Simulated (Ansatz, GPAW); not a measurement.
# Dielectric function and optical constants of KZnCl3 (model structure), part 2 of 3

Wanted: where KZnCl3 (model structure) starts to absorb, how strongly, and its refractive index. The structure is a model built here, which may or may not match a known phase. It was built so: All F replaced by Cl and Hg replaced by Zn in the Cmmm structure of KHgF3. The cell is first relaxed with Ansatz.

GPAW 26.7.0; DFT, revPBE, plane-wave PAW (GPAW data sets), scalar-relativistic, RPA, optical limit.

So far: The structure; Relaxation.

### Step 3. Ground state

The self-consistent density comes first; it also tells whether there is a gap, which decides the occupations and the need for a Drude term.

This step: DFT, revPBE, plane-wave PAW (GPAW data sets), scalar-relativistic, ground state (GPAW 26.7.0).

The input, gs.py:

```python
from ase import Atoms
from ase.dft.bandgap import bandgap
from gpaw import GPAW, PW, FermiDirac

atoms = Atoms(['Zn', 'K', 'Cl', 'Cl', 'Cl'],
              cell=[[3.57073467, -3.57066408, 0.00000000],
                    [3.57073467, 3.57066408, 0.00000000],
                    [0.00000000, 0.00000000, 5.04894458]],
              scaled_positions=[[0.50000000, 0.50000000, 0.00000000],
                                [0.00000000, 0.00000000, 0.50000000],
                                [0.00000000, 0.50000000, 0.00000000],
                                [0.50000000, 0.00000000, 0.00000000],
                                [0.50000000, 0.50000000, 0.50000000]],
              pbc=[True, True, True])
atoms.calc = GPAW(mode=PW(500), xc='revPBE', kpts={'size': (5, 5, 5), 'gamma': True},
                  occupations=FermiDirac(0.05), maxiter=150, txt='gs.txt')
print('energy (eV)', atoms.get_potential_energy())
print('Fermi level (eV)', atoms.calc.get_fermi_level())
print('valence electrons', atoms.calc.get_number_of_electrons())
print('gap (eV)', bandgap(atoms.calc, output=None)[0])
print('direct gap (eV)', bandgap(atoms.calc, direct=True, output=None)[0])
atoms.calc.write('gs.gpw')
```

On the command line:

```bash
$ OMP_NUM_THREADS=1 python gs.py
```

Numbers of over 12 decimals in the logs are rounded to 6 here.

Log:

```text
__  _  _
 | _ |_)|_||  |
 |__||  | ||/\| - 26.7.0

Versions:
  Python: 3.12.14
  ASE:    3.29.0
  Numpy:  2.5.5
  Scipy:  1.18.1
  Libxc:  7.0.0

Input parameters:
  mode=PW(ecut=500.0),
  kpts=MonkhorstPack(size=(5, 5, 5), gamma=True),
  maxiter=150,
  occupations=Occupations(name='fermi-dirac', width=0.05, fixmagmom=False),
  xc=XC(name='revPBE')

Diagonalizing LCAO Hamiltonian
Converting LCAO to pw mode

         K       Cl

              Cl
                 Zn
            Cl

Atoms  # Å, Bohr magnetons
|   | symbol |        x |         y |        z |    initial magnetic moments |
| 0 |     Zn | 3.570735 |  0.000000 | 0.000000 | ( 0.0000,  0.0000,  0.0000) |
| 1 |      K | 0.000000 |  0.000000 | 2.524472 | ( 0.0000,  0.0000,  0.0000) |
| 2 |     Cl | 1.785367 |  1.785332 | 0.000000 | ( 0.0000,  0.0000,  0.0000) |
| 3 |     Cl | 1.785367 | -1.785332 | 0.000000 | ( 0.0000,  0.0000,  0.0000) |
| 4 |     Cl | 3.570735 |  0.000000 | 2.524472 | ( 0.0000,  0.0000,  0.0000) |

Unit cell  # Å
| periodic |        x |         y |        z |  lengths |    angles |
|      yes | 3.570735 | -3.570664 | 0.000000 | 5.049731 | 90.000000 |
|      yes | 3.570735 |  3.570664 | 0.000000 | 5.049731 | 90.000000 |
|      yes | 0.000000 |  0.000000 | 5.048945 | 5.048945 | 89.998867 |

Number of symmetries: 8
Symmetry operations  # r_c * U_cc + t_c -> r_c
|   | kind |            matrix            |
| 0 |  E   |  1, 0, 0,  0, 1, 0,  0, 0, 1 |
| 1 |  σ   |  1, 0, 0,  0, 1, 0,  0, 0,-1 |
| 2 |  σ   |  0, 1, 0,  1, 0, 0,  0, 0, 1 |
| 3 |  C2  |  0, 1, 0,  1, 0, 0,  0, 0,-1 |
| 4 |  σ   |  0,-1, 0, -1, 0, 0,  0, 0, 1 |
| 5 |  C2  |  0,-1, 0, -1, 0, 0,  0, 0,-1 |
| 6 |  C2  | -1, 0, 0,  0,-1, 0,  0, 0, 1 |
| 7 |  i   | -1, 0, 0,  0,-1, 0,  0, 0,-1 |

BZ-sampling:
  Number of BZ points: 125
  Number of IBZ points: 27

  Monkhorst-Pack size: [5, 5, 5]
  Monkhorst-Pack shift: [0, 0, 0]

K-points  # in reciprocal-cell coordinates
|     |                                coordinates |     weight |
|   0 | (  0.00000000,   0.00000000,   0.00000000) | 0.00800000 |
|   1 | (  0.00000000,   0.00000000,   0.20000000) | 0.01600000 |
|   2 | (  0.00000000,   0.00000000,   0.40000000) | 0.01600000 |
|   3 | (  0.20000000,  -0.20000000,   0.00000000) | 0.01600000 |
|   4 | (  0.20000000,  -0.20000000,   0.20000000) | 0.03200000 |
|   5 | (  0.20000000,  -0.20000000,   0.40000000) | 0.03200000 |
|   6 | (  0.20000000,   0.00000000,   0.00000000) | 0.03200000 |
|   7 | (  0.20000000,   0.00000000,   0.20000000) | 0.06400000 |
|   8 | (  0.20000000,   0.00000000,   0.40000000) | 0.06400000 |
|   9 | (  0.20000000,   0.20000000,   0.00000000) | 0.01600000 |
| ... |                                            |            |
|  26 | (  0.40000000,   0.40000000,   0.40000000) | 0.03200000 |

Plane wave coefficients: 3282
Cutoff: 500.0 eV

Spin-components: 1 (collinear spins)
Bands:           26
Projectors:      26
Spin-degeneracy: 2
Datatype:        complex128

Parallelization:
  kpt:    1
  domain: 1
  band:   1

Density:
  Valence electrons: 42.0
  Components: 1
  Grid points: [27 27 27]
  Charge: 0.0  # |e|

Potential:
  Grid points: [27 27 27]

species:
  Zn:
    name:    Zinc
    id:
    Z:       30.0
    valence: 12
    core:    18
    charge:  0.0  # [|e|]
    compensation charges:
      type: gauss
      rc: 0.37  # [Å]
      lmax: 2
    cutoffs:
      filter: 2.14  # [Å]
      core: 2.28  # [Å]
    projectors
    | kind |    occ | energy [eV] | rcut [Å] |
    |   4s |  2.000 |      -5.896 |    1.286 |
    |   4p |  0.000 |      -1.089 |    1.270 |
    |   3d | 10.000 |     -10.079 |    1.180 |
    |    s |        |      21.315 |    1.286 |
    |    p |        |      26.122 |    1.270 |
    |    d |        |      17.133 |    1.180 |

    Using partial waves for Zn as LCAO basis

  K:
    name:    Potassium
    id:
    Z:       19.0
    valence: 9
    core:    10
    charge:  0.0  # [|e|]
    compensation charges:
      type: gauss
      rc: 0.35  # [Å]
      lmax: 2
    cutoffs:
      filter: 1.91  # [Å]
      core: 1.27  # [Å]
    projectors
    | kind |    occ | energy [eV] | rcut [Å] |
    |   3s |  2.000 |     -35.397 |    1.122 |
    |   4s |  1.000 |      -2.275 |    1.122 |
    |   3p |  6.000 |     -18.838 |    1.106 |
    |    p |        |       8.373 |    1.106 |
    |    d |        |       0.000 |    0.937 |

    Using partial waves for K as LCAO basis

  Cl:
    name:    Chlorine
    id:
    Z:       17.0
    valence: 7
    core:    10
    charge:  0.0  # [|e|]
    compensation charges:
      type: gauss
      rc: 0.25  # [Å]
      lmax: 2
    cutoffs:
      filter: 1.40  # [Å]
      core: 1.49  # [Å]
    projectors
    | kind |    occ | energy [eV] | rcut [Å] |
    |   3s |  2.000 |     -20.668 |    0.794 |
    |   3p |  5.000 |      -8.559 |    0.794 |
    |    s |        |       6.544 |    0.794 |
    |    p |        |      18.652 |    0.794 |
    |    d |        |       0.000 |    0.794 |

    Using partial waves for Cl as LCAO basis

Reference energy: -102924.548286  # eV

eigensolver:
  PPCG
  Converge bands: occupied
  niter=2

density mixing:
  MSR1-Mixer
  Pratt-step length: 0.05
  Maximum mixing coefficient: 0.75
  Old densities: 10
  SVD Regularization: 0.005
  Good broyden scale: 1.0
  Trust region scale: 1.0
  Backstep threshold: 4.0
  History deletion threshold: 6.0
  Fourier metric: weight=20.0, sigma=0.015

occupation numbers:
  Fermi-Dirac:
    width: 0.0500  # eV

poisson solver:
  ecut: 4000.0  # eV

xc functional:
  name: revPBE with 2 nearest neighbor stencil

convergence criteria:
- Maximum [total energy] change in last 3 cyles: 0.0005 eV / valence electron
- Maximum integral of absolute [dens]ity change: 0.0001 electrons / valence electron
- Maximum integral of absolute [eigenst]ate change: 4e-08 eV^2 / valence electron
maximum number of iterations: 150

SCF iterations
|iter     |      energy | eigst |  dens |
|iter:   1||  -14.550637 | -0.25 |       |
|iter:   2||  -14.403098 | -1.32 | -1.25 |
|iter:   3||  -13.717932 | -0.85 | -1.28 |
|iter:   4||  -13.723838 | -2.30 | -1.90 |
|iter:   5||  -13.726793c| -3.41 | -2.38 |
|iter:   6||  -13.727281c| -4.17 | -2.87 |
|iter:   7||  -13.727313c| -4.58 | -3.53 |
|iter:   8||  -13.727331c| -4.87 | -3.84 |
|iter:   9||  -13.727333c| -5.60 | -4.39c|
|iter:  10||  -13.727334c| -5.81 | -5.10c|
|iter:  11||  -13.727334c| -6.25 | -5.44c|
|iter:  12||  -13.727334c| -7.38 | -6.06c|
|iter:  13||  -13.727334c| -7.75c| -6.65c|

Converged in 13 steps
SCF loop duration: 40.439 s (3.111 s/step)
Energy contributions relative to reference atoms: (reference = -102924.548286)

Energy contributions:
  Kinetic:          18.982493
  Coulomb:         -16.274350
  Zero:             -0.650547
  External:          0.000000
  Xc:              -15.784929
  Entropy:          -0.000000
  Spinorbit:         0.000000
  ----------------------------
  Free energy:     -13.727334
  Extrapolated:    -13.727334

dipole moment: (-52.822470, -0.000000, -47.104626)  # |e|*Ang

Fermi level: 1.677
Eigenvalues  # (at kpt = [0.000, 0.000, 0.000])
| band index |      eig [eV] | occ [0-2] |
|          0 |       -27.118 |     2.000 |
|        ... |               |           |
|         13 |        -2.035 |     2.000 |
|         14 |        -2.035 |     2.000 |
|         15 |         0.222 |     2.000 |
|         16 |         0.222 |     2.000 |
|         17 |         0.222 |     2.000 |
|         18 |         0.453 |     2.000 |
|         19 |         0.454 |     2.000 |
|         20 |         0.454 |     2.000 |
|         21 |         2.331 |     0.000 |
|         22 |         6.642 |     0.000 |
|         23 |         9.091 |     0.000 |
|         24 |         9.092 |     0.000 |
|         25 |         9.092 |     0.000 |

Gap: 1.501 eV
Transition (v -> c):
  (s=0, k=14, n=20, [0.40, -0.40, 0.40]) -> (s=0, k=0, n=21, [0.00, 0.00, 0.00])
Direct/indirect transitions are different
Direct gap: 1.878 eV
Transition at: (s=0, k=0, n=20, [0.00, 0.00, 0.00])

--- standard output ---
energy (eV) -13.727334
Fermi level (eV) 1.677321
valence electrons 42.0
gap (eV) 1.501343
direct gap (eV) 1.877796
```

The job ended after 42 s (1 thread of Arm Neoverse V2, shared host; peak memory 0.22 GiB).

Numbers from this step:

- energy: -13.73 eV
- Fermi energy: 1.677 eV
- gap on the k-mesh: 1.501 eV
- direct gap on the mesh: 1.878 eV
- electrons: 42

There is a gap, 1.50 eV on this mesh (points off the mesh can give less), so no carriers' term is needed.

### Step 4. Bands for the response

At the fixed density, many empty bands are solved on the mesh of the response, since the spectrum sums over them.

This step: DFT, revPBE, plane-wave PAW (GPAW data sets), scalar-relativistic, bands at fixed density (GPAW 26.7.0).

The input, nscf.py:

```python
from ase.dft.bandgap import bandgap
from gpaw import GPAW, FermiDirac

calc = GPAW('gs.gpw').fixed_density(kpts={'size': (6, 6, 6), 'gamma': True}, nbands=46, convergence={'bands': 40},
                                    occupations=FermiDirac(0.001), txt='nscf.txt')
print('gap (eV)', bandgap(calc, output=None)[0])
print('direct gap (eV)', bandgap(calc, direct=True, output=None)[0])
calc.write('full.gpw', mode='all')
```

On the command line:

```bash
$ OMP_NUM_THREADS=1 python nscf.py
```

Log:

```text
Diagonalizing LCAO Hamiltonian
Converting LCAO to pw mode
convergence criteria:
- Maximum integral of absolute [eigenst]ate change: 4e-08 eV^2 / valence electron
maximum number of iterations: 150

SCF iterations
|iter     |      energy | eigst |  dens |
|iter:   1||             | +3.19 |       |
|iter:   2||             | +2.12 |       |
|iter:   3||             | +1.90 |       |
|iter:   4||             | +1.51 |       |
|iter:   5||             | +1.22 |       |
|iter:   6||             | +0.79 |       |
|iter:   7||             | +0.45 |       |
|iter:   8||             | +0.02 |       |
|iter:   9||             | -0.37 |       |
|iter:  10||             | -0.81 |       |
|iter:  11||             | -1.24 |       |
|iter:  12||             | -1.68 |       |
|iter:  13||             | -2.15 |       |
|iter:  14||             | -2.62 |       |
|iter:  15||             | -3.07 |       |
|iter:  16||             | -3.55 |       |
|iter:  17||             | -4.00 |       |
|iter:  18||             | -4.48 |       |
|iter:  19||             | -4.89 |       |
|iter:  20||             | -5.34 |       |
|iter:  21||             | -5.79 |       |
|iter:  22||             | -6.21 |       |
|iter:  23||             | -6.71 |       |
|iter:  24||             | -7.13 |       |
|iter:  25||             | -7.80c|       |
SCF steps: 25
  __  _  _
 | _ |_)|_||  |
 |__||  | ||/\| - 26.7.0

Versions:
  Python: 3.12.14
  ASE:    3.29.0
  Numpy:  2.5.5
  Scipy:  1.18.1
  Libxc:  7.0.0

Input parameters:
  mode=PW(ecut=500.0),
  convergence={'bands': 40},
  gpts=array([27, 27, 27]),
  kpts=MonkhorstPack(size=(6, 6, 6), gamma=True),
  maxiter=150,
  nbands=46,
  occupations=Occupations(name='fermi-dirac', width=0.001, fixmagmom=False),
  parallel={},
  xc=XC(name='revPBE')

--- standard output ---
gap (eV) 1.428553
direct gap (eV) 1.877796
```

It took 4.3 min on 1 thread; peak memory 0.35 GiB.

This step gave:

| Item | Value |
| --- | --- |
| gap on the k-mesh | 1.429 eV |

[end of part 2 of 3]

[Machine, clock and banner lines and Python warnings are left out of the logs.]

[Logs are printed without paths, hosts, clocks, repeated set-up lines and the standing remarks that a program may print on its own settings, such as how far it seeks lower states.]

[Hosts, paths, dates, database ids (printed as entryN), source tags and the programs' standing remarks are cut or masked in the printed files.]
